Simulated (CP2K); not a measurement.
2-hydroxythiazole has these distinct C atoms: C2 (bonded to N, O and S), C4 (bonded to C, N and H) and C5 (bonded to C, S and H).

```xyz
9

O     2.3466   -0.0351    0.3470
C     1.0000   -0.0144    0.1596
N     0.1809    0.1450    1.1572
C    -1.1212    0.1307    0.7023
C    -1.2971   -0.0404   -0.6445
S     0.2449   -0.1947   -1.4145
H     2.7943   -0.1564   -0.5086
H    -1.9310    0.2530    1.4185
H    -2.2173   -0.0877   -1.2171
```

Their partial C K spectra (CP2K XAS_TDP, all-electron GAPW, PBEh(45%), aug-cc-pVDZ, TDA, GW2X-corrected core level, no relativity) are given in random order, each times the number of alike atoms.

Gaussian full width 0.5 eV, oscillator strength per eV, alike atoms added, rows of zeros left out:

| E (eV) | curve 1 | curve 2 | curve 3 |
| --- | --- | --- | --- |
| 286.75 | 0.001 | 0.000 | 0.000 |
| 287.00 | 0.021 | 0.000 | 0.000 |
| 287.25 | 0.075 | 0.000 | 0.002 |
| 287.50 | 0.068 | 0.000 | 0.028 |
| 287.75 | 0.016 | 0.000 | 0.089 |
| 288.00 | 0.001 | 0.000 | 0.072 |
| 288.25 | 0.003 | 0.000 | 0.015 |
| 288.50 | 0.025 | 0.005 | 0.001 |
| 288.75 | 0.059 | 0.049 | 0.000 |
| 289.00 | 0.035 | 0.119 | 0.000 |
| 289.25 | 0.005 | 0.074 | 0.000 |
| 289.50 | 0.000 | 0.012 | 0.000 |
| 289.75 | 0.002 | 0.000 | 0.000 |
| 290.00 | 0.014 | 0.000 | 0.001 |
| 290.25 | 0.022 | 0.000 | 0.011 |
| 290.50 | 0.009 | 0.001 | 0.025 |
| 290.75 | 0.003 | 0.010 | 0.028 |
| 291.00 | 0.006 | 0.049 | 0.020 |
| 291.25 | 0.013 | 0.058 | 0.007 |
| 291.50 | 0.014 | 0.017 | 0.002 |
| 291.75 | 0.011 | 0.001 | 0.002 |
| 292.00 | 0.010 | 0.001 | 0.003 |
| 292.25 | 0.006 | 0.006 | 0.010 |
| 292.50 | 0.008 | 0.012 | 0.014 |
| 292.75 | 0.013 | 0.006 | 0.007 |
| 293.00 | 0.015 | 0.001 | 0.002 |
| 293.25 | 0.015 | 0.002 | 0.003 |
| 293.50 | 0.011 | 0.003 | 0.011 |
| 293.75 | 0.006 | 0.005 | 0.021 |
| 294.00 | 0.004 | 0.009 | 0.013 |
| 294.25 | 0.006 | 0.021 | 0.004 |
| 294.50 | 0.006 | 0.027 | 0.002 |
| 294.75 | 0.004 | 0.021 | 0.006 |
| 295.00 | 0.004 | 0.008 | 0.020 |
| 295.25 | 0.004 | 0.004 | 0.025 |
| 295.50 | 0.004 | 0.006 | 0.013 |
| 295.75 | 0.004 | 0.011 | 0.009 |
| 296.00 | 0.005 | 0.022 | 0.012 |
| 296.25 | 0.006 | 0.028 | 0.010 |
| 296.50 | 0.005 | 0.035 | 0.009 |
| 296.75 | 0.003 | 0.027 | 0.011 |
| 297.00 | 0.008 | 0.010 | 0.016 |
| 297.25 | 0.011 | 0.005 | 0.016 |

Q: Which curve belongs to which atom?

Curve 1: C5 (bonded to C, S and H), leading line at 287.36 eV (f = 0.046 an atom), ionisation energy 292.24 eV, term value 4.88 eV. Curve 2: C2 (bonded to N, O and S), leading line at 289.04 eV (f = 0.065 an atom), ionisation energy 294.81 eV, term value 5.77 eV. Curve 3: C4 (bonded to C, N and H), leading line at 287.84 eV (f = 0.052 an atom), ionisation energy 292.75 eV, term value 4.91 eV. The leading line of an atom is its first one with 35 % of the strongest within 2.5 eV of its lowest line over the strength cut. A line lies at the core ionisation energy, which rises as an atom loses charge to its neighbours or to a π system, less the term value, which is large for a low π* or σ* orbital with weight on that atom.

[Banner, clock and machine lines of the logs are left out without a mark of their own.]

[Logs are printed without paths, hosts, clocks, repeated set-up lines and the standing remarks that a program may print on its own settings, such as how far it seeks lower states.]

[Hosts, paths, dates, database ids (printed as entryN), source tags and the programs' standing remarks are cut or masked in the printed files.]
